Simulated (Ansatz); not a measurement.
# Phonons of Ag-W-W-Ag stack of (111) layers, part 2 of 2

The plan: relax Ag-W-W-Ag stack of (111) layers, check its phonons, and, if the lattice is stable, compute its Eliashberg function and ρ(T).

Ansatz 0.2.0; DFT PBEsol, scalar-relativistic, plane waves, PAW; PAW set soft_1.

So far. Step 3 (Tight relaxation): Little changed from the start: no atom moved by 0.005 Å and no cell edge by 0.1 %.

## Step 4: Phonons: q 2×2×1, k 6×6×1

Couplings are defined for a stable lattice alone, so phonons come first.

input.yaml reads:

```yaml
crystal:
  lattice:
    - [2.7590009983, 0.0, 0.0]
    - [-1.3795004991, 2.3893649536, 0.0]
    - [0.0, 0.0, 37.5918017562]
  atoms:
    - { symbol: Ag, position: [0.0, 0.0, 0.1411481536] }
    - { symbol: W, position: [0.3333333333, 0.6666666667, 0.2062205441] }
    - { symbol: W, position: [0.6666666667, 0.3333333333, 0.2698380422] }
    - { symbol: Ag, position: [0.0, 0.0, 0.3349104327] }
  periodic: [true, true, false]
kpoints:
  mp_grid: { grid: [6, 6, 1] }
hamiltonian:
  xc: pbesol
  pseudopotentials: { kind: paw, azcp: { folder: soft_1 }, xc_functional: pbe }
scf:
  occupations: { method: methfessel_paxton, width: 0.2 }
output:
  eigenvalues: true
phonons:
  method: dfpt
  qmesh: [2, 2, 1]
  temperatures: { t_max: 1000, t_step: 50 }
  qpath:
    path:
      - [0.0, 0.0, 0.0]
      - [0.5, 0.0, 0.0]
      - [0.33333333, 0.33333333, 0.0]
      - [0.0, 0.0, 0.0]
    npoints: 10
```

On the command line:

```bash
ansatz run input.yaml --threads 4 --pin off --max-ram 12288MiB --backend cpu --events-out ev --progress --plain --runs-dir out
```

Numbers of over 12 decimals in the logs are rounded to 6 here.

The program printed:

```text
Warning: crystal.symmetry: narrowed to the stabiliser of the run's FFT grids — unitary ops 12 → 6. A phonons.method: dfpt run fills in the rows of the dynamical matrix that it does not solve by its symmetry operations, which is exact only for operations that map its FFT grids onto themselves: filled in by any other, the frequencies could depend on the order in which like atoms are typed, or, by more than the grids' own error, on where the crystal sits among the grids' points. Excluded: 6 operations. The run can therefore solve more perturbations, solve them on more k-points, or both, and cost more. [rest of the remark cut]
[...]
Crystal: 4 atoms, lattice volume = 247.815 Å³
Basis set: ecut = 420 eV, 4835 PW (Γ), exchange–correlation on 40×40×512 points (8 copies of the dense FFT grid, shifted against one another)
Bands: 40, of which v1, the nominal top of the filled ones, is band 33 counted from 1 (32 counted from 0)
Symmetry: 12 space group operations
k-points: 7 of 36 (irreducible under 6 space group operations, time reversal used)
[...]
SCF iter   1: F=—  HF=-35561.274790 eV  |F-HF|=—  |Δ(HF+E_count)|=         —  Δρ=6.72e-2  dr2=7.38e1  ethr=3.10e-3  ⟨swp⟩=14.7  Hψ=2056  notcnv=0
[...]
SCF iter  17: F=-35556.989722 eV  HF=-35556.989722 eV  |F-HF|=2.18e-11  |Δ(HF+E_count)|=   1.91e-9  S|Δr|=    0.00e0  Δρ=4.60e-8  dr2=4.31e-12  ethr=1.00e-12  ⟨swp⟩=20.9  Hψ=2708  notcnv=0
SCF 1 converged in 17 iterations: F = -35556.989722 eV  dr2 = 4.31e-12
[...]
phonons: the bands overlap, so this run is a metal and interpolates without the dipole-dipole term. If the crystal is really an insulator or semiconductor, its LO-TO splitting is missing
NSCF: frozen V_eff on 7 k-points
[...]
DFPT response loops at q = (0, 0, 0) (fractional): preconditioner auto → none (partly filled bands, converged f_vac=0.705); β = 0.50; Broyden in place of MSR1
[...]
SCF converged after 17 iterations
Stability not checked: this state was not tested for a lower state beside it, because cold or Methfessel-Paxton smearing, or corrected tetrahedra, fill the levels in a way that the test cannot read (fill_not_monotonic; see scf.lower_state_search)
Free energy (F): -35556.989722 eV
[...]
Internal energy: -35556.969536 eV  (E = F + TS)
E sigma→0 (E₀):  -35556.984675 eV
Entropy (-TS):   -0.020185 eV (-5.046 meV/atom)
Fermi energy:    -4.581921 eV
[...]
--- Band table (eV; the first three rows and the last of 7) ---
  k-point 0: bands = [... 29 lower, -8.1851, -6.3096, -5.3585, -4.9650, -4.9650, -4.6867, -4.6763, -4.6763, ... 3 higher]
  k-point 1: bands = [... 29 lower, -8.2831, -6.2827, -5.9155, -5.5096, -4.5932, -4.2100, -3.9601, -3.7202, ... 3 higher]
  k-point 2: bands = [... 29 lower, -7.6111, -6.7670, -5.5109, -4.5203, -4.0767, -3.6172, -2.3000, -1.4618, ... 3 higher]
  k-point 6: bands = [... 29 lower, -5.7223, -5.4651, -5.4651, -5.4188, -3.3162, -2.0345, -2.0345, 1.2892, ... 3 higher]
--- Phonons (Γ-DFPT): 8 representative perturbations + reference (Σ response iterations 39) ---
  ASR residual: 1.174e-4 → 0.000e0 eV/Å²; symmetrization residual: 5.868e-5 eV/Å²
  The last average, over the group as it would stand without the narrowing to the FFT grids, took up to 1.098e-5 eV/Å² of the zone centre's force constants
  ASR residual per site (eV/Å²): 1.02e-4 1.17e-4 1.10e-4 1.03e-4
  Γ frequencies (cm⁻¹): -46.45 -46.45 0.00 0.00 0.00 49.86 49.86 53.60 53.60 92.25 124.97 190.45
--- Phonons (arbitrary-q DFPT): 2 irreducible q on the 2×2×1 mesh ---
  q = [0.0000, 0.0000, 0.0000] (star 1, of the zone-centre solve; hermiticity 8.63e-6, symmetrization 1.61e-11, taken by the last average 8.07e-7): -46.45 -46.45 -0.00 0.00 0.00 49.86 49.86 53.60 53.60 92.25 124.97 190.45
  q = [0.0000, -0.5000, 0.0000] (star 3, 12 solved perturbations on 13 of 36 k-point pairs; hermiticity 8.73e-6, symmetrization 3.89e-6, taken by the last average 8.25e-7): -98.74 71.32 76.03 83.20 91.39 105.51 114.01 114.32 133.27 169.31 201.64 202.39
  sum rule: each row above includes the acoustic sum rule's correction from the zone centre's row sums; it moved no ω² by more than (0.51 cm⁻¹)²
  mesh force constants: q→R imaginary residual 2.45e-17; ASR residual 1.174e-4 → 0.000e0 eV/Å²; symmetrization residual 5.329e-15 eV/Å²
  interpolated dispersion: 31 rows × 12 modes
  density of states and harmonic sums: on the 26×26×1 q-mesh, interpolated from the force constants of a 2×2×1 supercell (no non-analytic term)
  largest difference from the sums on the solved wave vectors: F 1.50e-1 eV, S 2.15e-4 and C_V 6.52e-5 eV/K
  zero-point energy: 0.075925 eV/cell   skipped modes (ω ≤ 0): 94, of them read as no rigid motion or as one in doubt: 91 (1.241e0 modes/cell left out, lowest -98.74 cm⁻¹)   left out of the sums: 1.04e-1 of the cell's modes: C_V's classical limit lies that fraction below 3 k_B per atom; for a crystal, a wire or a layer, F and S can be off by more, and a phonons.interpolated_qmesh denser along its periods is the remedy for the sampling
```

Run time: 78 s. Hardware: 4 threads of Arm Neoverse V2, shared host; peak memory 1.1 GiB; 4.8 min of CPU time.

This step gave:

```
share of imaginary modes in the plain interpolation between solved wavevectors : 0.1009
highest frequency, solved or plainly interpolated                              : 202.4 cm⁻¹
```

Solved on the 2×2×1 mesh alone; all other wavevectors are interpolated. The phonon branches at the labelled points (cm⁻¹):

```csv
point,branch 1,branch 2,branch 3,branch 4,branch 9,branch 10,branch 11,branch 12
Γ,-46,-46,0,0,54,92,125,190
halfway,-67,25,60,68,127,145,147,161
M,-99,71,76,83,133,169,202,202
halfway,-88,58,82,86,138,162,194,194
K,-41,-41,57,85,172,172,174,174
halfway,-75,53,54,79,129,148,156,159
Γ,-46,-46,0,0,54,92,125,190
```

Lowest modes at the softest wavevector of the mesh. The modes at q = (0.500, 0.000, 0.000) (shares of kinetic energy by element, %) (negative means imaginary):

```csv
mode,frequency (cm⁻¹),Ag %,W %
1,-98.7,2,98
2,71.3,71,29
3,76.0,4,96
4,83.2,6,94
5,91.4,96,4
6,105.5,0,100
```

Displacements in mode 1 (-98.7 cm⁻¹), the largest set to 1, in the home cell:
```
Ag1  0.02  0.01 -0.19
W2  -0.19 -0.11 -1.00
W3  -0.19 -0.11 -1.00
Ag4 -0.02 -0.01  0.19
```

Displacements in mode 6 (105.5 cm⁻¹), the largest set to 1, in the home cell:
```
Ag1  0.08  0.04 -0.02
W2  -0.17 -0.10  1.00
W3   0.17  0.10 -1.00
Ag4  0.08  0.04 -0.02
```

Among the solved wavevectors the lowest mode, translations apart, is -98.7 cm⁻¹, imaginary.

## Step 5: Phonons by linear response: q 3×3×1, k 9×9×1

An imaginary mode on so few k-points may come from the sampling, so the phonons are repeated with another q and k mesh.

input.yaml, as its differences from that of step 4:

```diff
@@ -12,3 +12,3 @@
 kpoints:
-  mp_grid: { grid: [6, 6, 1] }
+  mp_grid: { grid: [9, 9, 1] }
 hamiltonian:
@@ -22,3 +22,3 @@
   method: dfpt
-  qmesh: [2, 2, 1]
+  qmesh: [3, 3, 1]
   temperatures: { t_max: 1000, t_step: 50 }
```

The program printed:

```text
[...]
Crystal: 4 atoms, lattice volume = 247.815 Å³
Basis set: ecut = 420 eV, 4835 PW (Γ), exchange–correlation on 40×40×512 points (8 copies of the dense FFT grid, shifted against one another)
Bands: 40, of which v1, the nominal top of the filled ones, is band 33 counted from 1 (32 counted from 0)
Symmetry: 12 space group operations
k-points: 12 of 81 (irreducible under 6 space group operations, time reversal used)
[...]
SCF iter   1: F=—  HF=-35561.340972 eV  |F-HF|=—  |Δ(HF+E_count)|=         —  Δρ=6.71e-2  dr2=7.29e1  ethr=3.10e-3  ⟨swp⟩=14.7  Hψ=3535  notcnv=0
[...]
SCF iter  15: F=-35556.980973 eV  HF=-35556.980973 eV  |F-HF|=5.68e-10  |Δ(HF+E_count)|=   1.55e-9  S|Δr|=    0.00e0  Δρ=5.51e-8  dr2=8.03e-12  ethr=1.00e-12  ⟨swp⟩=20.2  Hψ=4588  notcnv=0
SCF 1 converged in 15 iterations: F = -35556.980973 eV  dr2 = 8.03e-12
[...]
SCF converged after 15 iterations
[...]
Free energy (F): -35556.980973 eV
[...]
Internal energy: -35556.960299 eV  (E = F + TS)
E sigma→0 (E₀):  -35556.975805 eV
Entropy (-TS):   -0.020674 eV (-5.169 meV/atom)
Fermi energy:    -4.702856 eV
[...]
--- Band table (eV; the first three rows and the last of 12) ---
  k-point 0: bands = [... 29 lower, -8.2713, -6.4875, -5.4341, -5.1313, -5.1313, -4.8426, -4.8426, -4.7801, ... 3 higher]
  k-point 1: bands = [... 29 lower, -8.3167, -6.4154, -5.6435, -5.4878, -4.7893, -4.6656, -4.6350, -4.4006, ... 3 higher]
  k-point 2: bands = [... 29 lower, -8.3293, -6.6648, -6.2988, -5.5546, -4.7875, -3.8045, -3.6644, -3.2068, ... 3 higher]
  k-point 11: bands = [... 29 lower, -5.8691, -5.6140, -5.6140, -5.5642, -3.4849, -2.1814, -2.1814, 1.1961, ... 3 higher]
[...]
ASR residual: 8.986e-5 → 0.000e0 eV/Å²; symmetrization residual: 2.396e-5 eV/Å²
[...]
ASR residual per site (eV/Å²): 5.96e-5 8.40e-5 8.99e-5 6.36e-5
[...]
--- Phonons (arbitrary-q DFPT): 3 irreducible q on the 3×3×1 mesh ---
[...]
q = [0.3333, 0.3333, 0.0000] (star 2, 8 solved perturbations in 256 linear systems a pass and spin channel, the states on 45 of 81 k-point pairs; hermiticity 5.54e-6, symmetrization 4.33e-7, taken by the last average 9.63e-7): 72.87 84.78 84.78 86.58 120.85 137.98 137.98 142.44 166.63 166.63 170.85 170.85
[...]
interpolated dispersion: 31 rows × 12 modes
[...]
```

Run time: 4.8 min. Hardware: 4 threads; peak memory 1.5 GiB; 19 min of CPU time.

This step gave:

```yaml
share_of_imaginary_modes_in_the_plain_interpolation_between_solved_wavevectors: 0.1002
highest_frequency_solved_or_plainly_interpolated: 203.2 cm⁻¹
```

Solved on the 3×3×1 mesh alone; all other wavevectors are interpolated. Phonon branches along the path, in cm⁻¹:

```csv
point,branch 1,branch 2,branch 3,branch 4,branch 9,branch 10,branch 11,branch 12
Γ,-60,-60,0,0,55,88,126,180
halfway,-52,-49,15,78,130,142,150,158
M,-42,-12,59,77,173,180,201,203
halfway,54,66,70,89,161,170,191,194
K,73,85,85,87,167,167,171,171
halfway,-55,18,49,80,135,145,158,160
Γ,-60,-60,0,0,55,88,126,180
```

The modes has structure finer than the step of the table below, so its rows give means over 10 cm⁻¹, whole bins alone (the curve runs from -69.9 to 219 cm⁻¹). Peaks (cm⁻¹: height): Ag 80.8: 0.0803, 93.5: 0.103, 111.6: 0.0702, 182.4: 0.0563; W -53.5: 0.0424, 24.5: 0.0322, 40.9: 0.0301, 57.2: 0.0380, 79.0: 0.0401, 95.3: 0.0377, 160.6: 0.0578.

Phonopy on the run's constants, 21x21x1 mesh, Gaussian sigma 2.1 cm⁻¹. The modes by wavenumber; means over each step; values in 1/cm⁻¹/cell:

```csv
wavenumber (cm⁻¹),Ag,W
-60,0.00113,0.0130
-50,0.00436,0.0384
-40,0.00302,0.0289
-30,0.00149,0.0149
-20,0.00101,0.00465
-10,7.2e-4,0.00803
0,3.4e-4,0.00151
10,0.00174,0.0173
20,0.00219,0.0214
30,0.00157,0.0184
40,0.00255,0.0254
50,0.00551,0.0222
60,0.0145,0.0303
70,0.0245,0.0250
80,0.0643,0.0335
90,0.0728,0.0319
100,0.0582,0.0231
110,0.0565,0.0239
120,0.0465,0.0262
130,0.0356,0.0271
140,0.0253,0.0224
150,0.0185,0.0358
160,0.0228,0.0521
170,0.0232,0.0393
180,0.0465,0.0125
190,0.0415,0.00137
200,0.0232,0.00124
210,5.2e-4,4.6e-5
```

No LO-TO term; unit eigenvectors of the mass-weighted matrix. Modes at Γ, with each element's share of the kinetic energy (negative means imaginary):

```csv
mode,frequency (cm⁻¹),symmetry,Ag %,W %
1,-59.9,Eg,8,92
2,-59.9,Eg,8,92
3,0.0,unnamed,37,63
4,0.0,unnamed,37,63
5,0.0,unnamed,37,63
6,47.7,Eg,92,8
7,47.7,Eg,92,8
8,54.9,Eu,63,37
9,54.9,Eu,63,37
10,88.4,A1g,93,7
11,125.6,A2u,63,37
12,179.9,A1g,7,93
```

Displacements in mode 2 (-59.9 cm⁻¹), the largest set to 1:
```
Ag1 -0.04 -0.38  0.00
W2  -0.10 -1.00  0.00
W3   0.10  1.00  0.00
Ag4  0.04  0.38  0.00
```

Displacements in mode 6 (47.7 cm⁻¹), the largest set to 1:
```
Ag1  0.00 -1.00  0.00
W2   0.00  0.22  0.00
W3   0.00 -0.22  0.00
Ag4  0.00  1.00  0.00
```

Among the solved wavevectors the lowest mode, translations apart, is -59.9 cm⁻¹, imaginary.

## Step 6: Lattice stability: Fermi–Dirac smearing of 0.3 eV

The phonons are repeated on the same meshes with a wide Fermi–Dirac smearing, to see whether the soft mode comes from sharp features of the Fermi surface.

input.yaml, as its differences from that of step 5:

```diff
@@ -17,3 +17,3 @@
 scf:
-  occupations: { method: methfessel_paxton, width: 0.2 }
+  occupations: { method: fermi_dirac, width: 0.3 }
 output:
```

The program printed:

```text
[...]
band count auto-derived: 46 (N_el = 66.0; filled up to band 33; 40 by the electrons, moments and atoms)
[...]
Crystal: 4 atoms, lattice volume = 247.815 Å³
Basis set: ecut = 420 eV, 4835 PW (Γ), exchange–correlation on 40×40×512 points (8 copies of the dense FFT grid, shifted against one another)
Bands: 46, of which v1, the nominal top of the filled ones, is band 33 counted from 1 (32 counted from 0)
Symmetry: 12 space group operations
k-points: 12 of 81 (irreducible under 6 space group operations, time reversal used)
[...]
SCF iter   1: F=—  HF=-35561.974541 eV  |F-HF|=—  |Δ(HF+E_count)|=         —  Δρ=7.29e-2  dr2=8.36e1  ethr=3.10e-3  ⟨swp⟩=19.0  Hψ=4653  notcnv=0
[...]
SCF iter  15: F=-35557.508629 eV  HF=-35557.508629 eV  |F-HF|=3.49e-10  |Δ(HF+E_count)|=    0.00e0  Δρ=2.14e-8  dr2=1.21e-12  ethr=1.00e-12  ⟨swp⟩=10.2  Hψ=3141  notcnv=0
SCF 1 converged in 15 iterations: F = -35557.508629 eV  dr2 = 1.21e-12
[...]
SCF converged after 15 iterations
Free energy (F): -35557.508629 eV
[...]
Internal energy: -35556.551726 eV  (E = F + TS)
E sigma→0 (E₀):  -35557.030178 eV
Entropy (-TS):   -0.956903 eV (-239.226 meV/atom)
Fermi energy:    -4.762139 eV
[...]
--- Band table (eV; the first three rows and the last of 12) ---
  k-point 0: bands = [... 29 lower, -8.3545, -6.5696, -5.4900, -5.2234, -5.2234, -4.9333, -4.9333, -4.8405, ... 9 higher]
  k-point 1: bands = [... 29 lower, -8.3998, -6.5009, -5.7343, -5.5668, -4.8628, -4.7574, -4.6963, -4.4908, ... 9 higher]
  k-point 2: bands = [... 29 lower, -8.4142, -6.7525, -6.3884, -5.6395, -4.8632, -3.8715, -3.7500, -3.2968, ... 9 higher]
  k-point 11: bands = [... 29 lower, -5.9576, -5.7068, -5.7068, -5.6528, -3.5731, -2.2604, -2.2604, 1.1253, ... 9 higher]
  ° read free of the cell's end (the report's vacuum.weakly_bound_levels)
  °? not known for the slab's own: over its row's bound_up_to_ev there, or no deeper under its free states than its continued_xc_part_ev in size
[...]
ASR residual: 3.162e-3 → 0.000e0 eV/Å²; symmetrization residual: 1.044e-4 eV/Å²
[...]
ASR residual per site (eV/Å²): 2.08e-4 3.16e-3 3.14e-3 1.89e-4
[...]
--- Phonons (arbitrary-q DFPT): 3 irreducible q on the 3×3×1 mesh ---
[...]
interpolated dispersion: 31 rows × 12 modes
[...]
```

Wall time 4.8 min (4 threads); peak memory 1.6 GiB; 19 min of CPU time.

Numbers from this step:

```yaml
share_of_imaginary_modes_in_the_plain_interpolation_between_solved_wavevectors: 0.0197
highest_frequency_solved_or_plainly_interpolated: 204.7 cm⁻¹
```

Solved on the 3×3×1 mesh alone; all other wavevectors are interpolated. Phonon branches along the path, in cm⁻¹:

```csv
point,branch 1,branch 2,branch 3,branch 4,branch 9,branch 10,branch 11,branch 12
Γ,-34,-34,0,0,55,91,128,176
halfway,21,29,40,82,134,147,151,164
M,49,51,61,89,183,188,204,205
halfway,66,74,88,101,173,178,196,196
K,84,84,84,90,173,173,173,173
halfway,16,60,63,84,137,155,160,164
Γ,-34,-34,0,0,55,91,128,176
```

Among the solved wavevectors the lowest mode, translations apart, is -34 cm⁻¹, imaginary.

## Step 7: Outcome

* phonon run of the rows without a label of their own: PBEsol, q 3×3×1, k 9×9×1
* softest mode on the q mesh: -59.9 cm⁻¹ at q = (0, 0, 0)
* highest frequency, solved or plainly interpolated: 203 cm⁻¹

**Reading.** The lattice is dynamically unstable at this level: a mode at q = (0, 0, 0) is imaginary, 59.9i cm⁻¹, so no harmonic coupling constant or resistivity is defined for this structure. These meshes are coarse, and single modes of a metal can move by tens of cm⁻¹ with the k mesh. The coarser mesh found an imaginary mode at another wavevector, which this mesh lacks. Spin–orbit coupling, left out here, matters for W. The PAW files were made for PBE; under other functionals the run regenerates their frozen core. The structure was built by hand as an ordered model, and its stability against other phases was not tested.

[Logs are printed without paths, hosts, clocks, repeated set-up lines and the standing remarks that a program may print on its own settings, such as how far it seeks lower states.]

[Hosts, paths, dates, database ids (printed as entryN), source tags and the programs' standing remarks are cut or masked in the printed files.]
